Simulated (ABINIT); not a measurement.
# Beyond one shot: AlGaN2 (P3m1)

Aim: iterate the self-energy on AlGaN2 (P3m1) and follow the gap from cycle to cycle.

Method: LDA and many-body steps on it, plane waves, in ABINIT 10.8.3.

## (1) Starting point

It takes space group P3m1 (No. 156, trigonal). Conventional cell: a = 3.145 Å, b = 3.145 Å, c = 5.097 Å, α = 90.00°, β = 90.00°, γ = 120.00°. Nearest to Al lie 4 N at 1.89 to 1.90 Å. Nearest to Ga lie 4 N at 1.93 to 1.96 Å. N has 3 Al at 1.90 Å and 1 Ga at 1.96 Å nearest. Nearest to N lie 1 Al at 1.89 Å and 3 Ga at 1.93 Å. Farther neighbours and most contacts between anions are not listed.

The cell and positions are those that the Materials Project relaxed with its own functionals (PBE, PBE+U or r2SCAN), kept fixed.

## (2) Empty states on the mesh, 3×3×2 mesh, 45 bands

This step: ABINIT 10.8.3; DFT, LDA, plane waves, norm-conserving pseudopotentials.

The sums over transitions need many empty states on a uniform mesh; this step solves for them.

File run.abi:

```
acell 3*1.0 Angstrom
rprim 
  3.145282644058 -0.000000000015 0.000000000000
  -1.572641322016 2.723894671844 0.000000000000
  0.000000000000 0.000000000000 5.096893730000
ntypat 3
znucl 13 31 7
natom 4
typat 1 2 3 3
xred 
  0.000000000000 0.000000000000 0.999263770000
  0.666666666667 0.333333333333 0.497174210000
  0.666666666667 0.333333333333 0.111803640000
  0.000000000000 0.000000000000 0.628158390000
pp_dirpath "pseudos"
pseudos "Al.upf, Ga.upf, N.upf"
ecut 36
ngkpt 3 3 2
nshiftk 1
shiftk 0 0 0
kptopt 1
chksymbreak 0
iscf -2
irdden 1
istwfk *1
nband 45
nbdbuf 4
tolwfr 1e-09
nstep 60
prtvol 0
indata_prefix "in"
outdata_prefix "out"
tmpdata_prefix "tmp"
```

Command:

```sh
OMP_NUM_THREADS=1 mpirun -n 4 abinit run.abi > log
```

Numbers of over 12 decimals in the logs are rounded to 6 here.

The log of the run:

```text
.Version 10.8.3 of ABINIT. v10.8.2 released Aug 2026.

 Symmetries : space group P3 m 1 (#156); Bravais hP (primitive hexag.)
[... echo of the input left out ...]
== DATASET  1 ==================================================================
-   mpi_nproc: 4, omp_nthreads: 1 (-1 if OMP is not activated)

--- !DatasetInfo
iteration_state: {dtset: 1, }
dimensions: {natom: 4, nkpt: 6, mband: 45, nsppol: 1, nspinor: 1, nspden: 1, mpw: 3066, }
cutoff_energies: {ecut:  36.0, pawecutdg:  -1.0, }
[...]
0.84156    0.84156    0.87230    0.93739    1.03317    1.05083    1.05083    1.19959
   1.19959    1.21708    1.29836    1.30187    1.30187    1.42375    1.42375    1.50628
   1.56083    1.56083    1.56406    1.57953    1.57953
 prteigrs : prtvol=0 or 1, do not print more k-points.

== END DATASET(S) ==============================================================
================================================================================

 -outvars: echo values of variables after computation  --------
            nband          45
             nkpt           6
          spgroup         156
 [... the other variables as echoed above ...]

 Calculation completed.
```

It took 7.3 s on 4 MPI ranks of Arm Neoverse V2, shared host; peak memory 0.28 GiB.

Numbers from this step:

- gap: 2.921 eV
- k of the valence top: 0, 0, 0
- k of the conduction bottom: 0, 0, 0
- least direct gap: 2.921 eV
- k points computed: 6
- lowest point of the top converged band, above the valence top: 33.90 eV

On this mesh the gap is 2.921 eV.

The density comes from a self-consistent run that is not shown.

## (3) Screening, 3×3×2 mesh, 41 bands, screening to 106.1 eV

The RPA dielectric matrix is built and inverted for each q.

This step: RPA screening on LDA, plane waves, norm-conserving pseudopotentials.

run.abi, as its differences from that of step 2:

```diff
@@ -22,10 +22,11 @@
 chksymbreak 0
-iscf -2
-irdden 1
 istwfk *1
-nband 45
-nbdbuf 4
-tolwfr 1e-09
-nstep 60
-prtvol 0
+occopt 1
+irdwfk 1
+optdriver 3
+nband 41
+ecuteps 3.9
+inclvkb 2
+awtr 1
+symchi 1
 indata_prefix "in"
```

The log of the run:

```text
.Version 10.8.3 of ABINIT. v10.8.2 released Aug 2026.

 Symmetries : space group P3 m 1 (#156); Bravais hP (primitive hexag.)
[... echo of the input left out ...]
== DATASET  1 ==================================================================
-   mpi_nproc: 4, omp_nthreads: 1 (-1 if OMP is not activated)

--- !DatasetInfo
iteration_state: {dtset: 1, }
dimensions: {natom: 4, nkpt: 6, mband: 41, nsppol: 1, nspinor: 1, nspden: 1, mpw: 3066, }
cutoff_energies: {ecut:  36.0, pawecutdg:  -1.0, }
electrons: {nelect:   2.60000000E+01, charge:   0.00000000E+00, occopt:   1.00000000E+00, tsmear:   1.00000000E-02, }

 SCREENING: Calculation of the susceptibility and dielectric matrices

 Based on a program developped by R.W. Godby, V. Olevano, G. Onida, and L. Reining.
 Incorporated in ABINIT by V. Olevano, G.-M. Rignanese, and M. Torrent.
.Using double precision arithmetic ; gwpc =  8

[... cell and pseudopotentials left out ...]
--------------------------------------------------------------------------------

 ==== K-mesh for the wavefunctions ====
 Number of points in the irreducible wedge :     6
[... list of points left out ...]
 Together with  6 symmetry operations and time-reversal symmetry
 yields    18 points in the full Brillouin Zone.

 ==== Q-mesh for the screening function ====
 Number of points in the irreducible wedge :     6
[... list of points left out ...]
 Together with  6 symmetry operations and time-reversal symmetry
 yields    18 points in the full Brillouin Zone.

 setmesh: FFT mesh size selected  =    20x   20x   36
          total number of points  =        14400

 vcoul_init : cutoff-mode = AUXILIARY_FUNCTION
 q-points for optical limit:   1
     1)      0.000010    0.000020    0.000030

- screening: taking advantage of time-reversal symmetry
- Maximum band index for partially occupied states nbvw = 13
- Remaining bands to be divided among processors   nbcw = 28
- Number of bands treated by each node ~7

 Number of electrons calculated from density =   26.0000; Expected =   26.0000
 average of density, n =  0.088231
 r_s =    1.3935
 omega_plasma =   28.6527 [eV]

 calculating chi0 at frequencies [eV] :
  1    0.000000E+00    0.000000E+00
  2    0.000000E+00    2.865274E+01

--------------------------------------------------------------------------------
  q-point number  1        q = ( 0.000000, 0.000000, 0.000000) [r.l.u.]
--------------------------------------------------------------------------------
[... chi0 elements left out ...]
 For q-point:  0.000010 0.000020 0.000030
  dielectric constant =   6.4595
  dielectric constant without local fields =   6.9677

  Average fulfillment of the sum rule on Im[epsilon] for q-point    1 :     35.72  [%]
[... wings left out ...]
  q-point number  2        q = ( 0.333333, 0.000000, 0.000000) [r.l.u.]
--------------------------------------------------------------------------------
[... chi0 elements left out ...]
  Average fulfillment of the sum rule on Im[epsilon] for q-point    2 :     43.70  [%]

 [... 4 further q-points ...]
```

The job ended after 4.3 s (4 MPI ranks; peak memory 0.43 GiB).

Numbers from this step:

| Property | Result |
| --- | --- |
| ε∞ with local fields, on this mesh, along the program's q direction | 6.460 |
| the same without local fields | 6.968 |
| plasma frequency | 28.65 eV |
| plane waves in the screening matrix | 111 |

Local fields lower ε∞ by 7 %. On a Γ-centred mesh this coarse the value itself is usually too large, while a short band sum pulls it down.

## (4) G0W0

The self-energy is evaluated for the states that the input lists, and the levels follow from it, in one-shot runs by the linearised quasiparticle equation.

This step: G0W0 on LDA, plane waves, norm-conserving pseudopotentials.

run.abi, as its differences from that of step 3:

```diff
@@ -25,8 +25,15 @@
 irdwfk 1
-optdriver 3
+optdriver 4
 nband 41
+gwcalctyp 0
+ecutsigx 36
+symsigma 1
+nkptgw 1
+kptgw 
+  0.0000000000 0.0000000000 0.0000000000
+bdgw 
+  12 15
 ecuteps 3.9
-inclvkb 2
-awtr 1
-symchi 1
+irdscr 1
+ppmodel 1
 indata_prefix "in"
```

The log of the run:

```text
.Version 10.8.3 of ABINIT. v10.8.2 released Aug 2026.

 Symmetries : space group P3 m 1 (#156); Bravais hP (primitive hexag.)
[... echo of the input left out ...]
== DATASET  1 ==================================================================
-   mpi_nproc: 4, omp_nthreads: 1 (-1 if OMP is not activated)

--- !DatasetInfo
iteration_state: {dtset: 1, }
dimensions: {natom: 4, nkpt: 6, mband: 41, nsppol: 1, nspinor: 1, nspden: 1, mpw: 3066, }
cutoff_energies: {ecut:  36.0, pawecutdg:  -1.0, }
electrons: {nelect:   2.60000000E+01, charge:   0.00000000E+00, occopt:   1.00000000E+00, tsmear:   1.00000000E-02, }

 SIGMA: Calculation of the GW corrections

 Based on a program developped by R.W. Godby, V. Olevano, G. Onida, and L. Reining.
 Incorporated in ABINIT by V. Olevano, G.-M. Rignanese, and M. Torrent.
.Using double precision arithmetic ; gwpc =  8

[... cell and pseudopotentials left out ...]
--------------------------------------------------------------------------------

 ==== K-mesh for the wavefunctions ====
 Number of points in the irreducible wedge :     6
[... list of points left out ...]
 Together with  6 symmetry operations and time-reversal symmetry
 yields    18 points in the full Brillouin Zone.

 ==== Q-mesh for screening function ====
 Number of points in the irreducible wedge :     6
[... list of points left out ...]
 Together with  6 symmetry operations and time-reversal symmetry
 yields    18 points in the full Brillouin Zone.

 vcoul_init : cutoff-mode = AUXILIARY_FUNCTION
 q-points for optical limit:   1
     1)      0.000010    0.000020    0.000030
 setmesh: FFT mesh size selected  =    27x   27x   54
          total number of points  =        39366

 Number of electrons calculated from density =   26.0000; Expected =   26.0000
 average of density, n =  0.088231
 r_s =    1.3935
 omega_plasma =   28.6527 [eV]

 === KS Band Gaps ===
  >>>> For spin  1
   Minimum direct gap =   2.9210 [eV], located at k-point      :   0.0000  0.0000  0.0000
   Fundamental gap    =   2.9210 [eV], Top of valence bands at :   0.0000  0.0000  0.0000
                                       Bottom of conduction at :   0.0000  0.0000  0.0000
 SIGMA fundamental parameters:
 PLASMON POLE MODEL  1
 number of plane-waves for SigmaX                 3027
 number of plane-waves for SigmaC and W            111
 number of plane-waves for wavefunctions          3027
 number of bands                                    41
 number of independent spin polarizations            1
 number of spinorial components                      1
 number of k-points in IBZ                           6
 number of q-points in IBZ                           6
 number of symmetry operations                       6
 number of k-points in BZ                           18
 number of q-points in BZ                           18
 number of frequencies for dSigma/dE                 9
 frequency step for dSigma/dE [eV]                0.25
 number of omega for Sigma on real axis              0
 max omega for Sigma on real axis  [eV]           0.00
 zcut for avoiding poles [eV]                     0.10

 EPSILON^-1 parameters (SCR file):
 dimension of the eps^-1 matrix on file            111
 dimension of the eps^-1 matrix used               111
 number of plane-waves for wavefunctions          3027
 number of bands                                    41
 number of q-points in IBZ                           6
 number of frequencies                               2
 number of real frequencies                          1
 number of imag frequencies                          1

 matrix elements of self-energy operator (all in [eV])

 Perturbative Calculation

--- !SelfEnergy_ee
iteration_state: {dtset: 1, }
kpoint     : [   0.000,    0.000,    0.000, ]
spin       : 1
KS_gap     :    2.921
QP_gap     :    3.798
Delta_QP_KS:    0.877
data: !SigmaeeData |
     Band     E0 <VxcDFT>   SigX SigC(E0)      Z dSigC/dE  Sig(E)    E-E0       E
       12   5.381 -17.816 -21.198   3.849   0.796  -0.257 -17.444   0.372   5.753
       13   5.381 -17.816 -21.198   3.849   0.796  -0.257 -17.444   0.372   5.753
       14   8.302 -13.907  -9.027  -3.354   0.818  -0.222 -12.658   1.249   9.551
       15  10.864 -12.213  -6.717  -3.855   0.829  -0.206 -10.853   1.361  12.225

== END DATASET(S) ==============================================================
================================================================================

 -outvars: echo values of variables after computation  --------
           etotal      0.0000000000E+00
            nband          41
             nkpt           6
          spgroup         156
 [... the other variables as echoed above ...]

 Calculation completed.
```

It took 2.8 s on 4 MPI ranks; peak memory 0.11 GiB.

This step gave:

```
G0W0 gap on the points computed              : 3.798 eV
starting gap on the mesh                     : 2.921 eV
k of the valence top                         : 0, 0, 0
k of the conduction bottom                   : 0, 0, 0
Z at the valence top                         : 0.796
Z at the conduction bottom                   : 0.818
least direct G0W0 gap on the computed points : 3.798 eV
```

The gap on the mesh goes from 2.92 eV to 3.80 eV, a correction of +0.88 eV.

## (5) evGW0, cycle 1

This step: evGW0 on LDA, plane waves, norm-conserving pseudopotentials.

run.abi, as its differences from that of step 4:

```diff
@@ -27,10 +27,20 @@
 nband 41
-gwcalctyp 0
+gwcalctyp 10
 ecutsigx 36
 symsigma 1
-nkptgw 1
+nkptgw 6
 kptgw 
   0.0000000000 0.0000000000 0.0000000000
+  0.3333333333 0.0000000000 0.0000000000
+  0.3333333333 0.3333333333 0.0000000000
+  0.0000000000 0.0000000000 0.5000000000
+  0.3333333333 0.0000000000 0.5000000000
+  0.3333333333 0.3333333333 0.5000000000
 bdgw 
-  12 15
+  8 19
+  8 19
+  8 19
+  8 19
+  8 19
+  8 19
 ecuteps 3.9
```

The log of the run:

```text
.Version 10.8.3 of ABINIT. v10.8.2 released Aug 2026.

 Symmetries : space group P3 m 1 (#156); Bravais hP (primitive hexag.)
[... echo of the input left out ...]
== DATASET  1 ==================================================================
-   mpi_nproc: 4, omp_nthreads: 1 (-1 if OMP is not activated)

--- !DatasetInfo
iteration_state: {dtset: 1, }
dimensions: {natom: 4, nkpt: 6, mband: 41, nsppol: 1, nspinor: 1, nspden: 1, mpw: 3066, }
cutoff_energies: {ecut:  36.0, pawecutdg:  -1.0, }
electrons: {nelect:   2.60000000E+01, charge:   0.00000000E+00, occopt:   1.00000000E+00, tsmear:   1.00000000E-02, }

 SIGMA: Calculation of the GW corrections

 Based on a program developped by R.W. Godby, V. Olevano, G. Onida, and L. Reining.
 Incorporated in ABINIT by V. Olevano, G.-M. Rignanese, and M. Torrent.
.Using double precision arithmetic ; gwpc =  8

[... cell and pseudopotentials left out ...]
--------------------------------------------------------------------------------

 ==== K-mesh for the wavefunctions ====
 Number of points in the irreducible wedge :     6
[... list of points left out ...]
 Together with  6 symmetry operations and time-reversal symmetry
 yields    18 points in the full Brillouin Zone.

 ==== Q-mesh for screening function ====
 Number of points in the irreducible wedge :     6
[... list of points left out ...]
 Together with  6 symmetry operations and time-reversal symmetry
 yields    18 points in the full Brillouin Zone.

 vcoul_init : cutoff-mode = AUXILIARY_FUNCTION
 q-points for optical limit:   1
     1)      0.000010    0.000020    0.000030
 setmesh: FFT mesh size selected  =    27x   27x   54
          total number of points  =        39366

 Number of electrons calculated from density =   26.0000; Expected =   26.0000
[...]
KS_gap     :    6.434
QP_gap     :    7.647
Delta_QP_KS:    1.212
data: !SigmaeeData |
     Band     E_DFT   <VxcDFT>   E(N-1)  <Hhartree>   SigX  SigC[E(N-1)]    Z     dSigC/dE  Sig[E(N)]  DeltaE  E(N)_pert E(N)_diago
[...]
--- !SelfEnergy_ee
iteration_state: {dtset: 1, }
kpoint     : [   0.333,    0.333,    0.500, ]
spin       : 1
KS_gap     :    7.581
QP_gap     :    9.065
Delta_QP_KS:    1.483
data: !SigmaeeData |
     Band     E_DFT   <VxcDFT>   E(N-1)  <Hhartree>   SigX  SigC[E(N-1)]    Z     dSigC/dE  Sig[E(N)]  DeltaE  E(N)_pert E(N)_diago
[...]
18    15.116   -15.842    15.116    30.958    -9.003    -4.237     0.799    -0.251   -13.762     2.079    17.195    17.718
       19    16.417   -14.036    16.417    30.453    -7.180    -4.530     0.801    -0.249   -12.174     1.862    18.279    18.742

 New Fermi energy :        2.880423E-01 Ha ,    7.838031E+00 eV

 === QP Band Gaps ===
  >>>> For spin  1
   Minimum direct gap =   3.9795 [eV], located at k-point      :   0.0000  0.0000  0.0000
   Fundamental gap    =   3.9795 [eV], Top of valence bands at :   0.0000  0.0000  0.0000
                                       Bottom of conduction at :   0.0000  0.0000  0.0000

 writing QP data on file : out_QPS

 Convergence of QP corrections
 >>>>> For spin  1 <<<<<
.  kptgw no:  1; Maximum DeltaE = (  -0.092  -0.000) for band index:  9
.  kptgw no:  2; Maximum DeltaE = (  -0.268  -0.000) for band index: 10
.  kptgw no:  3; Maximum DeltaE = (  -0.286  -0.000) for band index:  8
.  kptgw no:  4; Maximum DeltaE = (  -0.092   0.000) for band index: 10
.  kptgw no:  5; Maximum DeltaE = (   0.022   0.000) for band index: 11
.  kptgw no:  6; Maximum DeltaE = (  -0.400   0.000) for band index: 11

== END DATASET(S) ==============================================================
================================================================================

 -outvars: echo values of variables after computation  --------
           etotal      0.0000000000E+00
            nband          41
             nkpt           6
          spgroup         156
 [... the other variables as echoed above ...]

 Calculation completed.
```

Wall time 8 s (4 MPI ranks); peak memory 0.66 GiB; 32 s of CPU time.

This step gave:

| Quantity | Value |
| --- | --- |
| quasiparticle gap on the mesh | 3.980 eV |
| gap of the density functional on the mesh | 2.921 eV |
| k of the valence top | 0, 0, 0 |
| k of the conduction bottom | 0, 0, 0 |
| Z at the valence top | 0.796 |
| Z at the conduction bottom | 0.818 |
| least direct quasiparticle gap on the computed points | 3.980 eV |

Against G0W0 in ABINIT (3×3×2 mesh, 41 bands, screening to 106.1 eV, Godby-Needs plasmon pole), the gap moves by +0.182 eV. This first cycle still uses the starting levels; it takes the full correction, at all points of the mesh, and its linearised value is 3.798 eV.

## (6) evGW0, cycle 2

The corrected levels of the last cycle go back in.

run.abi, as its differences from that of step 5:

```diff
@@ -48,2 +48,3 @@
 ppmodel 1
+irdqps 1
 indata_prefix "in"
```

The log of the run:

```text
.Version 10.8.3 of ABINIT. v10.8.2 released Aug 2026.

 Symmetries : space group P3 m 1 (#156); Bravais hP (primitive hexag.)
[... echo of the input left out ...]
== DATASET  1 ==================================================================
-   mpi_nproc: 4, omp_nthreads: 1 (-1 if OMP is not activated)

--- !DatasetInfo
iteration_state: {dtset: 1, }
dimensions: {natom: 4, nkpt: 6, mband: 41, nsppol: 1, nspinor: 1, nspden: 1, mpw: 3066, }
cutoff_energies: {ecut:  36.0, pawecutdg:  -1.0, }
[...]
.  kptgw no:  4; Maximum DeltaE = (   0.022   0.000) for band index: 11
.  kptgw no:  5; Maximum DeltaE = (   0.021   0.000) for band index: 12
.  kptgw no:  6; Maximum DeltaE = (   0.076   0.000) for band index: 11

== END DATASET(S) ==============================================================
================================================================================

 -outvars: echo values of variables after computation  --------
           etotal      0.0000000000E+00
            nband          41
             nkpt           6
          spgroup         156
 [... the other variables as echoed above ...]

 Calculation completed.
```

Wall time 8 s (4 MPI ranks); peak memory 0.66 GiB; 32 s of CPU time.

This step gave:

```yaml
quasiparticle_gap_on_the_mesh: 3.946 eV
gap_of_the_density_functional_on_the_mesh: 2.921 eV
k_of_the_valence_top: 0, 0, 0
k_of_the_conduction_bottom: 0, 0, 0
least_direct_quasiparticle_gap_on_the_computed_points: 3.946 eV
```

Against the cycle before, the gap moves by −0.034 eV.

## (7) evGW0, cycle 3

run.abi is that of step 6.

The log of the run:

```text
.Version 10.8.3 of ABINIT. v10.8.2 released Aug 2026.

 Symmetries : space group P3 m 1 (#156); Bravais hP (primitive hexag.)
[... echo of the input left out ...]
== DATASET  1 ==================================================================
-   mpi_nproc: 4, omp_nthreads: 1 (-1 if OMP is not activated)

--- !DatasetInfo
iteration_state: {dtset: 1, }
dimensions: {natom: 4, nkpt: 6, mband: 41, nsppol: 1, nspinor: 1, nspden: 1, mpw: 3066, }
cutoff_energies: {ecut:  36.0, pawecutdg:  -1.0, }
[...]
.  kptgw no:  4; Maximum DeltaE = (  -0.005  -0.000) for band index:  1
.  kptgw no:  5; Maximum DeltaE = (  -0.001   0.000) for band index: 12
.  kptgw no:  6; Maximum DeltaE = (  -0.001   0.000) for band index: 12

== END DATASET(S) ==============================================================
================================================================================

 -outvars: echo values of variables after computation  --------
           etotal      0.0000000000E+00
            nband          41
             nkpt           6
          spgroup         156
 [... the other variables as echoed above ...]

 Calculation completed.
```

Wall time 7.9 s (4 MPI ranks); peak memory 0.66 GiB; 31 s of CPU time.

Numbers from this step:

```yaml
quasiparticle_gap_on_the_mesh: 3.940 eV
gap_of_the_density_functional_on_the_mesh: 2.921 eV
k_of_the_valence_top: 0, 0, 0
k_of_the_conduction_bottom: 0, 0, 0
least_direct_quasiparticle_gap_on_the_computed_points: 3.940 eV
```

Against the cycle before, the gap moves by −0.006 eV.

(Part 1 of 3 ends here.)

[Paths, hosts, dates, memory and timing lines, banners, echoed tables and standing remarks are left out of the program output.]

[Logs are printed without paths, hosts, clocks, repeated set-up lines and the standing remarks that a program may print on its own settings, such as how far it seeks lower states.]

[Runs of the session that timed out or met a known fault of the program may be left out.]

[Hosts, paths, dates, database ids (printed as entryN), source tags and the programs' standing remarks are cut or masked in the printed files.]

[G0W0 gaps are taken among the corrected bands and points alone; a level outside them can change the order at an edge.]

[Where Ansatz stands beside ABINIT at settings called matched, ABINIT's density can come from a denser mesh and the files from another edition; pairs whose starting gaps differed by over 0.03 eV were left out, so agreement reads better than it is.]
